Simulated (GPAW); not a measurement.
# N K ELNES/XANES of TaN (Fm-3m) from DFT, part 3 of 3

Aim: the near-edge shape at the N K edge of TaN (Fm-3m), and what the core hole does to it.

GPAW 26.7.0; X-ray absorption from dipole matrix elements to empty bands, plane-wave PAW LDA.

So far. Step 5 (Spectrum with XCH, N atom 2): Main maxima below 24 eV (height): 1.4 eV (2.07), 4.7 eV (1.71), 7.0 eV (2.03), 10.0 eV (1.30) and 15.4 eV (0.55).  Step 5 (Spectrum with XCH, N atom 2): The total-energy difference is 402.90 eV. One term is added: -7.76 eV, since the hole is spin-paired here and a spin-polarised one costs that much less in the free atom (computed apart). The photon energy is then 395.14 eV.

### Step 7. Spectrum with XCH, N atom 2

A smaller cell brings the holes closer; here they are 4.4 Å apart.

Changed against the first core-hole run: supercell atoms from 26 to 8; the field's mesh follows (4×4×4 to 6×6×6).

File xas.py:

```python
import numpy as np
from ase import Atoms
from ase.parallel import parprint, paropen
from gpaw import GPAW, PW, FermiDirac, Mixer, MixerDif, setup_paths
from gpaw.test import gen
setup_paths.insert(0, '.')
gen('N', name='fch1s', xcname='LDA', corehole=(1, 0, 1), write_xml=True)
from gpaw.mpi import world
world.barrier()

atoms = Atoms('Ta4N4',
    cell=[[0, 0, 4.358],
     [4.358, 0, 0],
     [0, 4.358, 0]],
    scaled_positions=[[0.5, 0.5, 0.5],
     [0.5, 0, 0],
     [0, 0, 0.5],
     [0, 0.5, 0],
     [0, 0, 0],
     [0, 0.5, 0.5],
     [0.5, 0.5, 0],
     [0.5, 0, 0.5]],
    pbc=True)
atoms.calc = calc = GPAW(legacy_gpaw=True, mode=PW(500), xc='LDA', setups={4: 'fch1s'},
    kpts={'size': (6, 6, 6), 'gamma': True}, occupations=FermiDirac(0.1),
    charge=-1, mixer=Mixer(0.1, 5, 50), maxiter=150,
    convergence={'density': 0.0001}, txt='scf.txt')
energy = atoms.get_potential_energy() + calc.get_reference_energy()
ef = calc.get_fermi_level()
out = dict(energy=energy, fermi=ef, forces=atoms.get_forces().tolist())
parprint(f'all-electron energy {energy:.4f} eV, Fermi level {ef:.4f} eV')
ev = np.array([[calc.get_eigenvalues(k, s) for k in range(len(calc.get_ibz_k_points()))] for s in range(calc.get_number_of_spins())])
out['homo'], out['lumo'], out['counts'] = ev[ev < ef].max(), ev[ev > ef].min(), sorted(set((ev < ef).sum((0, 2)).tolist()))
out['filled'] = (ev[:, 0] < ef).sum(1).tolist()

from ase.units import Ha
from gpaw.xas import dipole_matrix_elements
nb = int(calc.get_number_of_electrons() / 2) + 72
top, nb = nb, nb + 8 + nb // 12
nscf = calc.fixed_density(kpts={'size': (7, 7, 7), 'gamma': True}, nbands=nb,
    convergence={'bands': top, 'eigenstates': 1e-5}, maxiter=60, txt='nscf.txt')
cell = atoms.cell.array
ops = [cell.T @ U.T @ np.linalg.inv(cell.T) for U in nscf.wfs.kd.symmetry.op_scc]
E = np.arange(-6, 34, 0.1)
fwhm = np.interp(E, [4, 25], [0.9, 3.5])
Y, X, zero, highest = 0, 0, 1e9, 1e9
for spin in range(nscf.get_number_of_spins()):
    wfs = nscf.wfs
    A = dipole_matrix_elements(wfs.setups[4])
    eps = np.zeros((wfs.kd.nibzkpts, nb))
    d = np.zeros((3, A.shape[1], wfs.kd.nibzkpts, nb), complex)
    for kpt in wfs.kpt_u:
        if kpt.s == spin and 4 in kpt.P_ani:
            eps[kpt.k] = kpt.eps_n * Ha
            d[:, :, kpt.k] = (kpt.weight * wfs.nspins / 2) ** 0.5 * np.inner(A, kpt.P_ani[4])
    world.sum(eps)
    world.sum(d)
    T = np.einsum('amkn,bmkn->abkn', d, d.conj()).real
    T = sum(np.einsum('ai,ijkn,bj->abkn', R, T, R) for R in ops) / len(ops)
    empty = eps > ef
    zero, highest = min(zero, eps[empty].min()), min(highest, eps[:, top - 1].min())
    lines = [(eps, T, empty)] if spin == 0 else lines + [(eps, T, empty)]
for eps, T, empty in lines:
    f = np.einsum('aakn->akn', T).reshape(3, -1)
    x = eps.ravel() - zero
    w = np.interp(x, E, fwhm) / 2.35482
    g = np.exp(-0.5 * ((E[:, None] - x) / w) ** 2) / (w * (2 * np.pi) ** 0.5)
    Y = Y + (f * empty.ravel()) @ g.T
    X = X + (f * ~empty.ravel()) @ g.T
out.update(E=E.round(2).tolist(), xas=Y.tolist(), xes=X.tolist(), zero=zero, valid=highest - zero, nk=len(eps), nb=nb)
for i in range(0, len(E), 10):
    parprint(f'{E[i]:7.2f}', *(f'{v:10.3e}' for v in Y[:, i]))
import json
with paropen('out.json', 'w') as f:
    json.dump(out, f)
```

The run is started by

```
> OMP_NUM_THREADS=1 mpirun -n 4 gpaw python xas.py
```

Numbers of over 12 decimals in the logs are rounded to 6 here.

Log:

```text
Input parameters:
  charge: -1
  convergence: {density: 0.0001}
  kpts: {gamma: True,
         size: (6, 6, 6)}
  maxiter: 150
  mixer: {backend: pulay,
          beta: 0.1,
          method: separate,
          nmaxold: 5,
          weight: 50}
  mode: {ecut: 500.0,
         name: pw}
  occupations: {fixmagmom: False,
                name: fermi-dirac,
                width: 0.1}
  setups: {4: fch1s}

Initialize ...

[...]
*p    :     0.074148
*d    :     0.000000
--------------------------------

Diagonalizing with gridspacing h=0.050

state   all-electron     PAW
-------------------------------
2s:      -1.332146    -1.333594
2p:      -0.925852    -0.929974
*d:                   -0.063788
*f:                   -0.013854
-------------------------------
all-electron energy -1701256.7423 eV, Fermi level 15.7692 eV
[...]
32.00  4.311e-05  4.311e-05  4.311e-05
  33.00  3.584e-05  3.584e-05  3.584e-05
[key lines of the parts left out:]
Converged after 19 iterations.
Dipole moment: (-0.000000, -0.000000, 0.000000) |e|*Ang
Free energy:   -100.768087
Fermi level: 15.76918
```

Elapsed: 37 s, on 4 MPI ranks of Arm Neoverse V2, shared host; peak memory 0.28 GiB.

These settings depart from the first run's and aren't meant as converged.

Against the first run the r.m.s. difference is 37 %. Another feature, at 5.4 eV (2.92), becomes the highest below 16 eV; the one at 1.4 eV (2.07) is now at 1.6 eV (2.35).

```
E (eV)  first run  this run
  -2.0       0.00      0.00
  -0.5       0.14      0.08
   1.0       1.89      2.15
   2.5       1.47      1.04
   4.0       1.35      1.70
   5.5       1.56      2.85
   7.0       2.03      0.85
   8.5       1.16      0.97
  10.0       1.30      1.02
  11.5       0.61      0.55
  13.0       0.41      0.48
  14.5       0.49      0.62
  16.0       0.50      0.45
  17.5       0.18      0.13
  19.0       0.20      0.26
  20.5       0.38      0.49
  22.0       0.46      0.58
  23.5       0.67      0.75
  25.0       0.92      0.87
  26.5       1.25      1.17
  28.0       1.55      1.42
  29.5       1.20      1.08
  31.0       0.60      0.55
```

### Step 8. What the core hole does

Both curves are counted from their own zero, so only the shift of weight within the empty states shows.

```
E (eV)  no hole   XCH
  -2.0     0.00  0.00
  -1.0     0.01  0.01
   0.0     0.40  0.70
   1.0     1.10  1.89
   2.0     1.67  1.86
   3.0     1.16  1.20
   4.0     0.96  1.35
   5.0     1.28  1.65
   6.0     1.31  1.65
   7.0     1.68  2.03
   8.0     2.03  1.55
   9.0     1.48  1.02
  10.0     1.62  1.30
  11.0     1.49  0.87
  12.0     0.81  0.46
  13.0     0.57  0.41
  14.0     0.53  0.44
  15.0     0.60  0.53
  16.0     0.60  0.50
  17.0     0.35  0.28
  18.0     0.16  0.14
  19.0     0.17  0.20
  20.0     0.27  0.33
  21.0     0.32  0.41
  22.0     0.33  0.46
  23.0     0.39  0.58
  24.0     0.50  0.76
  25.0     0.60  0.92
  26.0     0.73  1.12
  27.0     0.98  1.39
  28.0     1.30  1.55
  29.0     1.46  1.39
  30.0     1.28  0.99
  31.0     0.89  0.60
  32.0     0.54  0.37
```

With each curve scaled to its own mean, the area from −2 to 6 eV with the hole is 9.4 against 7.2, and the centre of weight from −1 to 20 eV moves by -1.0 eV: the hole pulls the absorber's empty states down.

### Step 9. Outcome

| Item | Value |
| --- | --- |
| absorber and edge | N K, atom 2 of the ground-state input (counted from 1) |
| surroundings | 6 Ta at 2.18 Å (octahedral, site symmetry m-3m) |
| highest intensity below 16 eV | 1.4 eV above the zero, height 2.07 |
| photon energy of the zero, with the added terms | 395.1 eV (raw 402.9 eV; LDA puts this hole about 4 eV below PBE, itself good to a few eV) |

What this shows: The N K edge of atom 2, with 6 Ta at 2.18 Å (octahedral, site symmetry m-3m), has its highest intensity of the first 16 eV at 1.4 eV above the zero, near 397 eV in photon energy (LDA puts this hole about 4 eV below PBE, itself good to a few eV), 2.1 times the mean level of the first 20 eV (Gaussian full width 0.9 eV up to 4 eV, rising linearly to 3.5 eV at 25 eV). With each curve scaled to its own mean, the area from −2 to 6 eV with the hole is 9.4 against 7.2, and the centre of weight from −1 to 20 eV moves by -1.0 eV: the hole pulls the absorber's empty states down. A cell with holes 4.4 Å apart changes the curve by 37 % r.m.s. (35 % after the best shift). The structure is a published determination, not relaxed.

[Banner, clock and machine lines of the logs are left out without a mark of their own.]

[Logs are printed without paths, hosts, clocks, repeated set-up lines and the standing remarks that a program may print on its own settings, such as how far it seeks lower states.]

[Hosts, paths, dates, database ids (printed as entryN), source tags and the programs' standing remarks are cut or masked in the printed files.]

[Lists of maxima count a maximum above −3 eV only where it reaches 4 % of the highest in the window and stands out from its surroundings by 2 % of it (1.5 % where it reaches 55 %); shoulders and weaker maxima are passed over, and of the rest the first, up to two pre-edge ones and the few strongest are named.]
